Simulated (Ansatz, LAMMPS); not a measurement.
# Structural relaxation of a frame of liquid acetonitrile from 293 K (186 atoms), part 3 of 3

Wanted: the relaxed structure of a frame of liquid acetonitrile from 293 K (186 atoms) and its electronic structure.

Ansatz 0.2.0; Kohn-Sham DFT, PBE+D4, PAW (set soft_2), plane waves.

The cell: 62 C, 31 N and 93 H. The network of contacts between molecules at the start is that of the classical potential that made the cell. The Brillouin zone is sampled at Γ only, in a cell whose shortest periodic width is 14 Å.

So far, density (g/cm³): step 5 (distances and neighbours after relaxation) 0.786.

## 6. Single point at the relaxed geometry

The electronic structure is read at the final geometry, in a run of its own.

The input, input.yaml:

```yaml
crystal:
  lattice:
    - [13.90522, 0.0, 0.0]
    - [0.0, 13.90522, 0.0]
    - [0.0, 0.0, 13.90522]
  atoms:
    - { symbol: C, position: [0.64105, 0.83736, 0.87425] }
    - { symbol: C, position: [0.69802, 0.75028, 0.86903] }
    - { symbol: "N", position: [0.7445, 0.68096, 0.86384] }
    - { symbol: H, position: [0.58568, 0.8357, 0.81802] }
    - { symbol: H, position: [0.68873, 0.89946, 0.86387] }
    - { symbol: H, position: [0.60576, 0.8429, 0.94459] }
    - { symbol: C, position: [0.09841, 0.67651, 0.41479] }
    - { symbol: C, position: [0.05417, 0.66038, 0.3218] }
    - { symbol: "N", position: [0.01813, 0.64757, 0.24746] }
    - { symbol: H, position: [0.17263, 0.64957, 0.41466] }
    - { symbol: H, position: [0.0573, 0.63866, 0.47054] }
    - { symbol: H, position: [0.09863, 0.75385, 0.43074] }
    - { symbol: C, position: [0.89613, 0.75486, 0.65318] }
    - { symbol: C, position: [0.83923, 0.82927, 0.60744] }
    - { symbol: "N", position: [0.79308, 0.88748, 0.56905] }
    - { symbol: H, position: [0.8688, 0.74068, 0.7259] }
    - { symbol: H, position: [0.97191, 0.77686, 0.65747] }
    - { symbol: H, position: [0.89189, 0.68858, 0.61027] }
    - { symbol: C, position: [0.32996, 0.78096, 0.84779] }
    - { symbol: C, position: [0.36965, 0.80302, 0.94149] }
    - { symbol: "N", position: [0.4019, 0.8215, 0.0164] }
    - { symbol: H, position: [0.3192, 0.84745, 0.80648] }
    - { symbol: H, position: [0.26095, 0.74347, 0.85592] }
    - { symbol: H, position: [0.38046, 0.73518, 0.80782] }
    - { symbol: C, position: [0.92632, 0.75447, 0.0401] }
    - { symbol: C, position: [0.84012, 0.79724, 0.07968] }
    - { symbol: "N", position: [0.7711, 0.8309, 0.11286] }
    - { symbol: H, position: [0.91083, 0.72375, 0.9691] }
    - { symbol: H, position: [0.95247, 0.69806, 0.08892] }
    - { symbol: H, position: [0.98284, 0.80923, 0.03342] }
    - { symbol: C, position: [0.18354, 0.9837, 0.56678] }
    - { symbol: C, position: [0.1652, 0.88788, 0.6032] }
    [... 148 atom lines left out ...]
    - { symbol: C, position: [0.87605, 0.48095, 0.92076] }
    - { symbol: C, position: [0.82824, 0.4467, 0.83485] }
    - { symbol: "N", position: [0.78991, 0.41799, 0.76631] }
    - { symbol: H, position: [0.90619, 0.41981, 0.96064] }
    - { symbol: H, position: [0.8236, 0.51847, 0.96621] }
    - { symbol: H, position: [0.93429, 0.5308, 0.90176] }
kpoints:
  mp_grid: { grid: [1, 1, 1] }
hamiltonian:
  xc: pbe
  dispersion: d4
scf:
  occupations: { method: fixed }
output:
  forces: true
  stress: true
  populations: true
  dos:
    method: { smearing: { sigma: 0.08 } }
    de: 0.1
    projected: { site_lists: { C: [C], H: [H], "N": ["N"] } }
  eigenvalues: true
  write_density: true
  write_potential: true
  volumetric_format: npy
  elf: true
```

Started as:

```console
ansatz run input.yaml --threads 4 --pin off --max-ram 8192MiB --backend cpu --events-out ev --progress --plain --runs-dir out
```

Numbers of over 12 decimals in the logs are rounded to 6 here.

What it wrote:

```text
[...]
Crystal: 186 atoms, lattice volume = 2688.646 Å³
Basis set: ecut = 420 eV, 52515 PW (Γ), exchange–correlation on 192×192×192 points (8 copies of the dense FFT grid, shifted against one another)
Bands: 434, of which v1, the nominal top of the filled ones, is band 248 counted from 1 (247 counted from 0)
Symmetry: 1 space group operations
[...]
k-points: 1
[...]
SCF iter   1: F=—  HF=-28946.496020 eV  |F-HF|=—  |Δ(HF+E_count)|=         —  Δρ=2.78e-3  dr2=2.69e-1  ethr=1.77e-3  ⟨swp⟩=5.0  Hψ=1468  notcnv=0  defer=180
[...]
SCF iter  11: F=-28946.617654 eV  HF=-28946.617654 eV  |F-HF|=1.40e-8  |Δ(HF+E_count)|=   1.13e-7  Δρ=9.30e-7  dr2=3.15e-8  ethr=2.02e-11  ⟨swp⟩=21.0  Hψ=4234  notcnv=0
SCF 1 converged in 11 iterations: F = -28946.617654 eV  dr2 = 3.15e-8
[...]
WARN: The input density's exchange-correlation potential varies sharply where the density is thin. Do not read a vacuum level from v_tot or v_xc, or from such a field of the output density. On a cell that repeats whose density bears no net charge and no dipole along the vacuum's axis use v_es (v_loc + v_h of the components); [...]
SCF converged after 11 iterations
Free energy (F): -28946.617654 eV
[...]
Internal energy: -28946.617654 eV  (E = F + TS)
E sigma→0 (E₀):  -28946.617654 eV
Fermi energy:    -3.879839 eV
[...]
--- Forces (eV/Å), atoms counted from 1 ---
  atom   1  C      0.00873725    -0.00026935    -0.00095891
  atom   2  C      0.00092109    -0.00592164     0.00097542
  atom   3  N     -0.00139288     0.00512235    -0.00092843
  atom   4  H     -0.00498606    -0.00054277    -0.00079676
  atom   5  H      0.00050207    -0.00065392    -0.00007281
  atom   6  H     -0.00475751    -0.00037232     0.00217823
  atom   7  C      0.00312294     0.00193352    -0.00047726
  atom   8  C      0.00042868     0.00205314     0.00241949
  atom   9  N      0.00093647    -0.00211278    -0.00167977
  atom  10  H     -0.00278727     0.00033084     0.00022496
  atom  11  H     -0.00024426    -0.00023400     0.00122652
  atom  12  H     -0.00034822    -0.00300685    -0.00002890
  atom  13  C      0.00401490    -0.00310284     0.00263931
  atom  14  C     -0.01010848     0.00245865    -0.00399928
[...]
atom 185  H      0.00183017     0.00558251     0.00758283
  atom 186  H      0.00089250     0.00408909    -0.00126640
  max |Σ_I F_I| component: 3.74e-5 eV/Å
--- Stress (GPa, compression-positive) ---
       -0.343206       0.032503       0.014080
        0.032503      -0.285030       0.002342
        0.014080       0.002342      -0.296235
  P = ⅓ Tr σ = -0.3082 GPa (-3.082 kbar)
--- Band table (eV) ---
[...]
--- Löwdin populations: 186 sites ---
  site symbol       q [e]
     0      C      4.4821
     1      C      3.7591
     2      N      5.2433
[...]
185      H      0.7528
  spilling = 0.016123 (of n_electrons = 496.000000)
```

It took 17 s on 4 threads of AMD EPYC 9R45, shared host; peak memory 3.4 GiB; 66 s of CPU time.

The program notes that the exchange-correlation potential is rough where the density is thin.

Numbers from this run:

```yaml
free_energy: -28946.6177 eV
free_energy_per_atom: -155.6270 eV/atom
scf_cycles: 11
pressure: -0.3082 GPa
r_m_s_force_component: 0.00518 eV/Å
longest_force: 0.0388 eV/Å
fermi_energy: -3.88 eV
spacing_of_highest_filled_and_lowest_empty_level: 6.523 eV
spilling_of_the_projection: 0.01612
```

Löwdin charges by element and coordination (they lack the spilled electrons, 0.043 e an atom on average):

| element | coordination | atoms | mean charge (e) | spread | least | most |
| --- | --- | --- | --- | --- | --- | --- |
| C | all | 62 | -0.122 | 0.366 | -0.497 | 0.256 |
| C | 2 | 31 | 0.244 | 0.0062 | 0.230 | 0.256 |
| C | 4 | 31 | -0.488 | 0.0036 | -0.497 | -0.482 |
| H | all | 93 | 0.248 | 0.0047 | 0.230 | 0.257 |
| N | all | 31 | -0.242 | 0.0061 | -0.253 | -0.229 |

Density of states as counts of states in windows of 1 eV (from the Fermi level), total and the larger projections:

| from (eV) | to (eV) | total | C p | N p | H s | N s | C s |
| --- | --- | --- | --- | --- | --- | --- | --- |
| -14 | -12 | 0.0 | 0.0 | 0.0 | 0.0 | 0.0 | 0.0 |
| -12 | -11 | 59.5 | 14.7 | 0.0 | 13.4 | 1.9 | 28.5 |
| -11 | -10 | 2.5 | 0.6 | 0.0 | 0.6 | 0.1 | 1.2 |
| -10 | -5 | 0.0 | 0.0 | 0.0 | 0.0 | 0.0 | 0.0 |
| -5 | -4 | 62.0 | 34.9 | 1.5 | 11.1 | 2.4 | 11.1 |
| -4 | -3 | 112.2 | 73.4 | 6.3 | 29.4 | 0.2 | 0.1 |
| -3 | -2 | 11.8 | 7.9 | 0.5 | 3.3 | 0.0 | 0.0 |
| -2 | -1 | 49.4 | 6.0 | 29.6 | 0.6 | 11.8 | 0.3 |
| -1 | 0 | 131.3 | 46.8 | 68.6 | 10.3 | 4.4 | 0.2 |
| 0 | 1 | 5.3 | 2.1 | 2.7 | 0.5 | 0.0 | 0.0 |
| 1 | 5 | 0.0 | 0.0 | 0.0 | 0.0 | 0.0 | 0.0 |

The curve was stored every 0.100 eV, coarse against its broadening of 0.08 eV, so these counts are rough.

With fixed occupations the program's Fermi level is the highest filled level; weight inside the gap is the broadening of levels at its edges.

Between -15 and -14 eV lie 62 more states.

The levels nearest the highest filled one (over half full), pooled over k-points and spins:

| level less the highest filled one (eV) | occupation |
| --- | --- |
| -0.0963 | 2 |
| -0.0899 | 2 |
| -0.0723 | 2 |
| -0.0607 | 2 |
| -0.0404 | 2 |
| 0 | 2 |
| 6.52 | 0 |
| 6.79 | 0 |
| 6.87 | 0 |
| 6.88 | 0 |
| 6.91 | 0 |
| 6.92 | 0 |

Valence density in the ab plane at fractional z = 0.352, with atoms of H and N and C within 0.2 Å of it. It is the smooth field of the valence electrons, not physical close to the nuclei.

Values in e/Å³, 13 rows by 16 columns, each cell a mean:
```
1.9 1.1 0.1 0.0 0.0 0.0 0.0 0.8 2.4 0.3 0.0 0.0 0.0 0.0 0.0 0.5
1.2 1.2 0.1 0.0 0.0 0.0 0.0 0.1 0.1 0.0 0.0 0.0 0.0 0.0 0.0 0.2
0.0 0.1 0.0 0.0 0.0 0.0 0.0 0.0 0.0 0.0 0.0 0.2 0.9 0.3 0.0 0.0
0.3 0.4 0.1 0.0 0.0 0.0 0.0 0.0 0.0 0.2 0.8 1.4 1.4 1.0 0.1 0.0
0.7 1.1 0.2 0.0 0.0 0.0 0.0 0.0 0.1 1.3 2.7 0.9 0.2 0.1 0.0 0.1
0.1 0.1 0.0 0.0 0.0 0.0 0.0 0.0 0.1 0.2 0.3 0.1 0.0 0.0 0.0 0.0
0.2 0.3 0.2 0.4 0.2 0.1 0.3 0.4 0.3 0.1 0.0 0.0 0.0 0.0 0.0 0.0
0.5 1.5 1.4 0.9 0.3 0.1 0.3 0.5 0.4 0.0 0.0 0.0 0.0 0.0 0.0 0.0
0.1 1.2 0.5 0.1 0.0 0.0 0.0 0.1 0.1 0.0 0.0 0.0 0.0 0.0 0.0 0.0
0.0 0.1 0.0 0.0 0.1 0.2 0.4 0.0 0.1 0.2 0.0 0.0 0.5 1.3 0.2 0.0
0.0 0.1 0.1 0.1 0.9 1.5 1.0 0.1 0.0 0.1 0.0 0.1 1.1 1.6 0.2 0.0
0.0 0.0 0.0 0.0 0.2 0.8 0.5 0.0 0.0 0.0 0.0 0.1 0.1 0.1 0.0 0.0
0.1 0.0 0.0 0.0 0.0 0.0 0.0 0.3 0.7 0.1 0.0 0.0 0.0 0.0 0.0 0.1
```
Columns run along a (13.9 Å), rows up along b (13.9 Å). Atoms in or near the plane, at fractional coordinates: H at (0.09, 0.33), H at (0.05, 0.45), N at (0.52, 0.97), N at (0.82, 0.22), H at (0.42, 0.46), C at (0.35, 0.16), H at (0.27, 0.18), H at (0.39, 0.23), N at (0.06, 0.91), C at (0.78, 0.75), C at (0.70, 0.69), N at (0.63, 0.64).

Electrostatic potential energy in the ab plane at fractional z = 0.352, with atoms of H and N and C within 0.2 Å of it. With pseudopotentials it is smooth inside the atoms' cores, unlike the true potential.

Values in eV, 13 rows by 16 columns, each cell a mean:
```
-24 -12   4   4   4   4   4  -8 -33   0   4   4   3   3   3  -7
-14 -13   4   3   3   4   4   4   3   4   4   3   3   3   3   2
  4   4   3   3   3   4   4   4   4   4   3  -1 -18  -3   3   4
 -2  -4   2   3   3   4   4   4   5   3 -12 -28 -28 -19   1   3
-17 -18   0   3   3   4   4   4   5 -15 -36 -16   1   2   3   3
  2   2   3   3   4   4   4   4   3   3   1   4   4   4   4   4
 -3  -2  -1  -3   3   3  -6  -3  -2   3   4   4   4   3   3   3
 -8 -29 -25 -22   1   3  -4  -4  -3   3   4   4   4   3   3   3
  2 -23  -4   2   4   4   3   3   1   4   4   4   4   4   4   4
  4   1   3   3   3   1  -9   3   5   4   4   4  -3 -13   4   4
  5   5   5   2 -16 -30 -18   3   5   4   4   1 -11 -21   3   5
  4   5   5   3   1 -13  -5   4   4   4   3   2   1   3   3   4
  2   4   4   4   3   3   3   1  -8   3   3   3   3   3   3   2
```
Columns run along a (13.9 Å; values clipped at the 3rd and 97th percentile), rows up along b (13.9 Å). Atoms in or near the plane, at fractional coordinates: H at (0.09, 0.33), H at (0.05, 0.45), N at (0.52, 0.97), N at (0.82, 0.22), H at (0.42, 0.46), C at (0.35, 0.16), H at (0.27, 0.18), H at (0.39, 0.23), N at (0.06, 0.91), C at (0.78, 0.75), C at (0.70, 0.69), N at (0.63, 0.64).

Mean Löwdin charges: C -0.12, H +0.25, N -0.24 e (they miss 1.6 % of the electrons, so they add up to more than the cell's charge).

The surroundings of H125, picked at random, nearest first, numbered as they follow in the input and with coordinates relative to it.

| atom | x | y | z | distance (Å) | bonds | Löwdin charge (e) |
| --- | --- | --- | --- | --- | --- | --- |
| H125 | 0.00 | 0.00 | 0.00 | 0.00 | 1 | 0.25 |
| C121 | -0.38 | 0.92 | -0.46 | 1.10 | 4 | -0.48 |
| H126 | -0.99 | 1.46 | 0.27 | 1.79 | 1 | 0.25 |
| H124 | 0.47 | 1.55 | -0.75 | 1.79 | 1 | 0.24 |
| C122 | -1.17 | 0.59 | -1.62 | 2.09 | 2 | 0.25 |
| N75 | 1.86 | -0.62 | 2.00 | 2.80 | 1 | -0.24 |
| N99 | -1.16 | -2.58 | 0.41 | 2.86 | 1 | -0.24 |
| C74 | 2.59 | -0.64 | 1.09 | 2.88 | 2 | 0.24 |
| C98 | -1.19 | -2.23 | 1.52 | 2.95 | 2 | 0.24 |

The column of bonds counts only the pairs H-C within 1.34 Å, C-C within 1.82 Å, C-N within 1.62 Å; other neighbours, such as metal atoms beside each other in a compound, aren't counted, and periodic images can show an atom twice.

## 7. Other settings

Changed here: basis.precision = "f64", scf.eigensolver.kind = "davidson", scf.occupations.method = "methfessel_paxton" and scf.occupations.width = 0.2.

The input, input.yaml:

```yaml
crystal:
  lattice:
    - [13.90522, 0.0, 0.0]
    - [0.0, 13.90522, 0.0]
    - [0.0, 0.0, 13.90522]
  atoms:
    [... the 186 atom lines of step 3 ...]
kpoints:
  mp_grid: { grid: [1, 1, 1] }
hamiltonian:
  xc: pbe
  dispersion: d4
scf:
  occupations: { method: methfessel_paxton, width: 0.2 }
  eigensolver: { kind: davidson }
output:
  forces: true
  stress: true
  populations: true
  dos:
    method: { smearing: { sigma: 0.1 } }
    de: 0.1
    projected: { site_lists: { C: [C], H: [H], "N": ["N"] } }
  eigenvalues: true
basis:
  precision: f64
```

What it wrote:

```text
[...]
Crystal: 186 atoms, lattice volume = 2688.646 Å³
Basis set: ecut = 420 eV, 52515 PW (Γ), exchange–correlation on 192×192×192 points (8 copies of the dense FFT grid, shifted against one another)
Bands: 434, of which v1, the nominal top of the filled ones, is band 248 counted from 1 (247 counted from 0)
Symmetry: 1 space group operations
[...]
k-points: 1
[...]
SCF iter   1: F=—  HF=-28939.108613 eV  |F-HF|=—  |Δ(HF+E_count)|=         —  Δρ=3.33e-3  dr2=4.45e-1  ethr=1.77e-3  ⟨swp⟩=13.0  Hψ=2474  notcnv=0
[...]
SCF iter  12: F=-28939.176863 eV  HF=-28939.176863 eV  |F-HF|=6.55e-9  |Δ(HF+E_count)|=   1.77e-8  S|Δr|=    0.00e0  Δρ=5.89e-7  dr2=1.34e-8  ethr=2.99e-11  ⟨swp⟩=3.0  Hψ=684  notcnv=0
SCF 1 converged in 12 iterations: F = -28939.176863 eV  dr2 = 1.34e-8
  Residual-converged pass: ⟨swp⟩=3.0  Hψ=663  notcnv=0  max |occ|·‖R‖ = 5.8e-6 eV (tolerance 6.7e-6 eV)  dr2=1.23e-8  dr2_onsite=2.93e-10  max |Δocc| = 7.1e-96
[...]
SCF converged after 12 iterations
Stability not checked: this state was not tested for a lower state beside it, because cold or Methfessel-Paxton smearing, or corrected tetrahedra, fill the levels in a way that the test cannot read (fill_not_monotonic; see scf.lower_state_search)
Free energy (F): -28939.176863 eV
[...]
Internal energy: -28939.176863 eV  (E = F + TS)
E sigma→0 (E₀):  -28939.176863 eV
Fermi energy:    -0.547950 eV
Step filling:    the computed levels leave a gap of 5.8392 eV = 29.2 smearing widths at the electron count; against every level under it full and every level over it empty, smearing changes F+E_penalty+E_count by +3.17e-91 meV and its σ→0 estimate by -3.35e-89 meV
[...]
--- Forces (eV/Å), atoms counted from 1 ---
  atom   1  C     -0.79877036    -1.28858503     0.62589964
  atom   2  C      0.79170379     0.17415744    -0.28755169
  atom   3  N     -0.42821237     0.60964312     0.38217724
  atom   4  H     -0.77297277    -0.08178168    -0.21329407
  atom   5  H      0.46018994     0.43199404    -0.68884549
  atom   6  H      0.88171160     0.12808163     0.27129098
  atom   7  C     -0.65378202     0.69213060    -1.63657655
  atom   8  C     -0.70941371    -0.64658517    -1.69247446
  atom   9  N      1.52827319     0.41134831     2.39990032
  atom  10  H      0.97846310     0.08221211    -0.73238849
  atom  11  H     -0.98327195    -1.92109170     1.28160784
  atom  12  H     -0.11394801     1.41435690     0.51476433
  atom  13  C     -0.84833080    -1.71651812     0.47926591
  atom  14  C     -1.18064658     0.23984120    -0.94053244
[...]
atom 185  H      0.26256072    -0.50768742     0.16152026
  atom 186  H     -0.51263458    -0.53875706     0.66997199
  max |Σ_I F_I| component: 4.34e-5 eV/Å
--- Stress (GPa, compression-positive) ---
        0.414776      -0.234144      -0.111587
       -0.234144       0.173773      -0.152111
       -0.111587      -0.152111      -0.147198
  P = ⅓ Tr σ = 0.1471 GPa (1.471 kbar)
--- Band table (eV) ---
[...]
--- Löwdin populations: 186 sites ---
  site symbol       q [e]
     0      C      4.4872
     1      C      3.7641
     2      N      5.2264
[...]
185      H      0.7657
  spilling = 0.016111 (of n_electrons = 496.000000)
```

Elapsed: 29 s, on 4 threads; peak memory 3.5 GiB; 1.8 min of CPU time.

Forces differ from those of the single point at the start by 0.017 meV/Å r.m.s., 0.002 % of their size. It took 1.7 times the reference's time (shared host, so rough).

## 8. Summary of results

```json
{
  "energy change in the relaxation": "-40 meV/atom",
  "r.m.s. displacement": "1.026 Å",
  "largest displacement": "2.904 Å",
  "free energy per atom": "-155.6270 eV/atom",
  "pressure": "-0.3082 GPa",
  "r.m.s. force component": "0.00518 eV/Å",
  "gap (highest filled to lowest empty level)": "6.523 eV",
  "wall time of the 4 DFT runs": "8 min"
}
```

**Reading.** Relaxation lowers the energy by 40.0 meV/atom and moves atoms by 1.0 Å r.m.s.; the r.m.s. force component goes from 0.85 to 0.0052 eV/Å, the pressure goes from 0.15 to -0.31 GPa, and the gap from 5.84 to 6.52 eV. By the final cutoffs no bond was broken or made. From the first step to the last the energy fell by 7.441 eV, and the largest move was 2.90 Å (H185). The C-C bonds change most in mean length: from 1.461 Å (spread 0.030) to 1.448 Å (spread 0.001). By these cutoffs 50 % of C atoms have 2 and as many 4, all H atoms have 1 and all N atoms have 1 bonded neighbour. The highest filled and lowest empty levels differ by 6.52 eV (at Γ alone); a semilocal functional tends to put such gaps too low. In a disordered cell it changes from sample to sample and from frame to frame.

Caveats: The network of contacts between molecules at the start is that of the classical potential that made the cell; in DFT atoms moved by 1.0 Å r.m.s.

[Logs are printed without paths, hosts, clocks, repeated set-up lines and the standing remarks that a program may print on its own settings, such as how far it seeks lower states.]

[Hosts, paths, dates, database ids (printed as entryN), source tags and the programs' standing remarks are cut or masked in the printed files.]
